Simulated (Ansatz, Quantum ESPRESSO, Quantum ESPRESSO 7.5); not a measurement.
## Band edges of Y2CF2 MXene, 1 layer under strain

Wanted: deformation of the bands of Y2CF2 MXene, 1 layer, driven from Python.

Method: plane-wave DFT, PBE, GBRV ultrasoft pseudopotentials (geometry by Ansatz 0.2.0 with PAW datasets; geometry under PBE), in Quantum ESPRESSO 7.5.

Most raw output is cut from this account.

## 1. The starting structure

The cell holds 5 atoms: 2 F, 2 Y and 1 C. Cell: a = 3.478 Å, b = 3.478 Å, c = 19.905 Å, α = 90.0°, β = 90.0°, γ = 120.0°. It derives from Y2CF2. Vacuum lies along c.

Coordinates:

```
CELL_PARAMETERS angstrom
3.47776 0.00000 0.00000
-1.73888 3.01183 0.00000
0.00000 0.00000 19.90483
ATOMIC_POSITIONS crystal
F 0.33333 0.66667 0.37679
Y 0.66667 0.33333 0.43106
C 0.00000 0.00000 0.50000
Y 0.33333 0.66667 0.56894
F 0.66667 0.33333 0.62321
```

## 2. Relaxation with Ansatz

The geometry comes first, from a plane-wave PAW code, so that the later runs on this slab share one structure.

input.yaml

```yaml
crystal:
  lattice:
    - [3.47776, 0.0, 0.0]
    - [-1.73888, 3.0118285083, 0.0]
    - [0.0, 0.0, 19.9048287096]
  atoms:
    - { symbol: F, position: [0.3333333333, 0.6666666667, 0.3767929938] }
    - { symbol: "Y", position: [0.6666666667, 0.3333333333, 0.4310603743] }
    - { symbol: C, position: [0.0, 0.0, 0.5] }
    - { symbol: "Y", position: [0.3333333333, 0.6666666667, 0.5689396257] }
    - { symbol: F, position: [0.6666666667, 0.3333333333, 0.6232070062] }
kpoints:
  mp_grid: { grid: [12, 12, 1] }
hamiltonian:
  xc: pbe
scf:
  occupations: { method: fermi_dirac, width: 0.05 }
  convergence: { dr2_threshold: 1.0e-08 }
efield:
  axis: 3
  dipole_correction: true
  ramp_position: 0.97
  ramp_width: 0.04
relax:
  f_tol: 0.01
  cell: { fix: [c, alpha, beta] }
output:
  write_potential: true
  write_density: true
  volumetric_format: npy
```

Launch:

```
$ ansatz run input.yaml --threads 4 --pin off --max-ram 8192MiB --backend cpu --events-out ev --progress --plain --runs-dir out
```

Elapsed: 17 s, on 4 threads of Arm Neoverse V2, shared host; peak memory 0.52 GiB; 64 s of CPU time.

The steps of the relaxation:

```tsv
step	energy less that of the first step (eV)	largest force component (eV/Å)	pressure (GPa)	volume (Å³)
1	0.0000	0.9987	3.65	208.49
2	-0.1914	0.4705	-1.11	222.69
3	-0.1552	0.9020	0.15	224.26
4	-0.2187	0.0287	-0.10	219.82
5	-0.2191	0.0010	-0.02	219.52
6*	-0.2322	0.0011	0.10	219.52
7	-0.2320	0.0011	0.01	220.12
8*	-0.2325	0.0011	0.01	220.12
```

Relaxation steps marked * repeat the geometry before them on a plane-wave basis chosen anew for their cell, so energy and pressure can jump there. Relaxation step 3 was tried and not accepted.

Forces are held to the 6 operations that the run works with; a distortion that breaks them can't arise in this run.

```tsv
cell as run	before	after	change
a (Å)	3.478	3.573	+2.7 %
b (Å)	3.478	3.573	+2.7 %
```

The atoms that moved most (Å, along periodic axes as changes of fractional coordinates times the final cell, across vacuum about the mean position):

```tsv
atom	dx	dy	dz	length
F5	0.000	0.000	0.092	0.092
F1	0.000	0.000	-0.092	0.092
```

The relaxed structure:

```xyz
5
Lattice="3.5734 0.0000 0.0000 -1.7867 3.0947 0.0000 0.0000 0.0000 19.9048" Properties=species:S:1:pos:R:3
F     0.0000    2.0631    7.4082
Y     1.7867    1.0316    8.5801
C     0.0000    0.0000    9.9524
Y     0.0000    2.0631   11.3247
F     1.7867    1.0316   12.4966
```

Read from the output:

```
free energy                                                      : -9571.4429 eV
Fermi energy                                                     : 1.203 eV
gap by band count                                                : 1.137 eV
symmetry operations                                              : 6
dipole along the normal                                          : -1.37e-5 e·Å
vacuum level at the upper face over a Fermi level inside the gap : 3.683 eV
vacuum level at the lower face over a Fermi level inside the gap : 3.682 eV
```

## 3. Running the series

Under ESM bc1 levels count from the vacuum, or from the mean of the two vacuum levels where the sheet has a dipole, so band edges at unlike strains can be compared.

Level of this step: plane-wave DFT, PBE, GBRV ultrasoft pseudopotentials (Quantum ESPRESSO 7.5).

run.py

```python
import json
import numpy as np
from ase import Atoms
from ase.calculators.espresso import Espresso, EspressoProfile

profile = EspressoProfile(command='mpirun -n 4 pw.x -nk 4', pseudo_dir='../pseudo')
pseudopotentials = {'C': 'c_pbe_v1.2.uspp.F.UPF', 'F': 'f_pbe_v1.4.uspp.F.UPF', 'Y': 'y_pbe_v1.4.uspp.F.UPF'}
system = {'ecutwfc': 40, 'ecutrho': 200, 'occupations': 'smearing', 'smearing': 'fd', 'degauss': 0.002}


def calculator(name, kpts, **extra):
    data = dict(control=dict(tprnfor=True, verbosity='high', disk_io='none'),
                system=system | extra,
                electrons=dict(conv_thr=1e-09, mixing_beta=0.4, mixing_mode='plain',
                               electron_maxstep=100))
    return Espresso(profile=profile, directory=name, pseudopotentials=pseudopotentials, kpts=kpts, input_data=data)


def centre(atoms):
    z = atoms.positions[:, 2]
    atoms.positions[:, 2] -= (z.max() + z.min()) / 2  # ESM wants the slab about z = 0
    return atoms

sheet = Atoms(
    ['F', 'Y', 'C', 'Y', 'F'],
    scaled_positions=[
        [0.3333333333, 0.6666666667, 0.3721818341],
        [0.6666666667, 0.3333333333, 0.4310572503],
        [0.0000000000, 0.0000000000, 0.4999997488],
        [0.3333333333, 0.6666666667, 0.5689429066],
        [0.6666666667, 0.3333333333, 0.6278182602]],
    cell=[
        [3.573398366486, 0.000000000000, 0.000000000000],
        [-1.786699183243, 3.094653763218, 0.000000000000],
        [0.000000000000, 0.000000000000, 19.904828709600]],
    pbc=True)

rows = []
for strain in [-0.03, -0.015, 0.0, 0.015, 0.03]:
    atoms = sheet.copy()
    atoms.set_cell(sheet.cell.array * [[1 + strain], [1 + strain], [1]], scale_atoms=True)
    atoms = centre(atoms)
    atoms.calc = calculator(f's{strain:+.3f}', (12, 12, 1), assume_isolated='esm', esm_bc='bc1', nbnd=24)
    energy = atoms.get_potential_energy()
    levels = np.array([atoms.calc.get_eigenvalues(kpt=i) for i in range(len(atoms.calc.get_ibz_k_points()))])
    top, bottom = levels[:, 19].max(), levels[:, 20].min()
    direct = (levels[:, 20] - levels[:, 19]).min()
    rows.append([strain, energy, top, bottom, direct])
    print(f'strain {strain:+.3f}: E = {energy:.5f} eV, valence top {top:.3f}, conduction bottom {bottom:.3f}, '
          f'gap {bottom - top:.3f}, least direct gap {direct:.3f} eV')

x, energy, top, bottom, direct = np.array(rows).T
area = np.linalg.norm(np.cross(*sheet.cell[:2]))
stiffness = np.polyfit(x, energy, 2)[0] / area * 16.0218  # C11 + C12, heights clamped
print(f'valence and conduction edges move by {np.polyfit(x, top, 1)[0]:.2f} and {np.polyfit(x, bottom, 1)[0]:.2f} eV per unit biaxial strain')
print(f'C11 + C12 with clamped heights: {stiffness:.1f} N/m')
json.dump(dict(rows=rows, stiffness=stiffness), open('result.json', 'w'))
```

Launch:

```
$ OMP_NUM_THREADS=1 python run.py
```

It took 4.1 min on 4 MPI ranks; peak memory 0.71 GiB; 16 min of CPU time.

Read from the output:

```
biaxial stiffness : 213.4 N/m
```

The band edge from the vacuum level by biaxial strain:

```tsv
biaxial strain (%)	valence top (eV)	conduction bottom (eV)
-3.00	-4.19	-3.20
-1.50	-4.24	-3.17
0.00	-4.29	-3.15
1.50	-4.34	-3.13
3.00	-4.39	-3.12
```

Gap against biaxial strain:

```tsv
biaxial strain (%)	on the mesh (eV)	least direct (eV)
-3.00	0.982	1.15
-1.50	1.07	1.23
0.00	1.14	1.31
1.50	1.21	1.38
3.00	1.26	1.44
```

Table of energy over the lowest by biaxial strain:

```tsv
biaxial strain (%)	energy over the lowest (meV)
-3.00	143
-1.50	34.6
0.00	0
1.50	31.4
3.00	122
```

## 4. The script: PBE, PseudoDojo norm-conserving

Level of this step: plane-wave DFT, PBE, PseudoDojo norm-conserving pseudopotentials (Quantum ESPRESSO 7.5).

run.py is the input of step 3 with these lines changed:

```diff
@@ -6,4 +6,4 @@
 profile = EspressoProfile(command='mpirun -n 4 pw.x -nk 4', pseudo_dir='../pseudo')
-pseudopotentials = {'C': 'c_pbe_v1.2.uspp.F.UPF', 'F': 'f_pbe_v1.4.uspp.F.UPF', 'Y': 'y_pbe_v1.4.uspp.F.UPF'}
-system = {'ecutwfc': 40, 'ecutrho': 200, 'occupations': 'smearing', 'smearing': 'fd', 'degauss': 0.002}
+pseudopotentials = {'C': 'C.dojo-sr-pbe-0.4.1-standard.upf', 'F': 'F.dojo-sr-pbe-0.4.1-standard.upf', 'Y': 'Y.dojo-sr-pbe-0.4.1-standard.upf'}
+system = {'ecutwfc': 74, 'ecutrho': 296, 'occupations': 'smearing', 'smearing': 'fd', 'degauss': 0.002}
```

Launch:

```
$ OMP_NUM_THREADS=1 python run.py
```

Wall time 11 min (4 MPI ranks); peak memory 0.9 GiB; 45 min of CPU time.

Numbers from this step:

| Property | Result |
| --- | --- |
| biaxial stiffness | 213.1 N/m |

The band edge from the vacuum level by biaxial strain:

```tsv
biaxial strain (%)	valence top (eV)	conduction bottom (eV)
-3.00	-4.18	-3.20
-1.50	-4.23	-3.17
0.00	-4.28	-3.14
1.50	-4.33	-3.13
3.00	-4.38	-3.12
```

Table of gap by biaxial strain:

```tsv
biaxial strain (%)	on the mesh (eV)	least direct (eV)
-3.00	0.980	1.15
-1.50	1.06	1.23
0.00	1.14	1.31
1.50	1.20	1.38
3.00	1.26	1.44
```

The energy over the lowest by biaxial strain:

```tsv
biaxial strain (%)	energy over the lowest (meV)
-3.00	141
-1.50	33.9
0.00	0
1.50	32.0
3.00	123
```

## 5. A check by hand

Under equal strain ε in the plane, E = A (C11 + C12) ε². From the points at ±1.5 %: d²E/dε² = (34.63 + 31.39 − 2 × 0.00) meV / 0.015² = 293 eV, and 293/(2 × 11.058 Å²) × 16.02 = 213 N/m.

## 6. Outcome

```yaml
c11_c12_heights_clamped_pbe_gbrv_ultrasoft: 213 N/m
gap_on_the_mesh_at_zero_strain_pbe_gbrv_ultrasoft: 1.14 eV
valence_top_below_the_vacuum_at_zero_strain_pbe_gbrv_ultrasoft: 4.29 eV
shift_of_the_valence_top_per_unit_biaxial_strain_pbe_gbrv_ultrasoft: -3.3 eV
shift_of_the_conduction_bottom_per_unit_biaxial_strain_pbe_gbrv_ultrasoft: 1.3 eV
c11_c12_heights_clamped_pbe_pseudodojo_norm_conserving: 213 N/m
gap_on_the_mesh_at_zero_strain_pbe_pseudodojo_norm_conserving: 1.14 eV
valence_top_below_the_vacuum_at_zero_strain_pbe_pseudodojo_norm_conserving: 4.28 eV
shift_of_the_valence_top_per_unit_biaxial_strain_pbe_pseudodojo_norm_conserving: -3.4 eV
shift_of_the_conduction_bottom_per_unit_biaxial_strain_pbe_pseudodojo_norm_conserving: 1.3 eV
```

**Reading.** The sheet's biaxial stiffness comes to 213 N/m and its gap at zero strain to 1.14 eV (PBE, GBRV ultrasoft). From −3 % to +3 % the gap on the mesh goes from 0.98 to 1.26 eV; it is indirect at every strain. Heights are clamped under strain, which makes a sheet with several atomic planes too stiff. Semilocal gaps are too small. Spin-orbit coupling is left out; depending on the atoms that carry the levels of interest, it can split and shift them by tens to hundreds of meV.

[Logs are printed without paths, hosts, clocks, repeated set-up lines and the standing remarks that a program may print on its own settings, such as how far it seeks lower states.]

[Hosts, paths, dates, database ids (printed as entryN), source tags and the programs' standing remarks are cut or masked in the printed files.]

[Maps of the electrostatic potential energy from Ansatz leave out the sawtooth potential of an applied field or a dipole correction, so their vacuum need not be flat; planar profiles and work functions include it.]
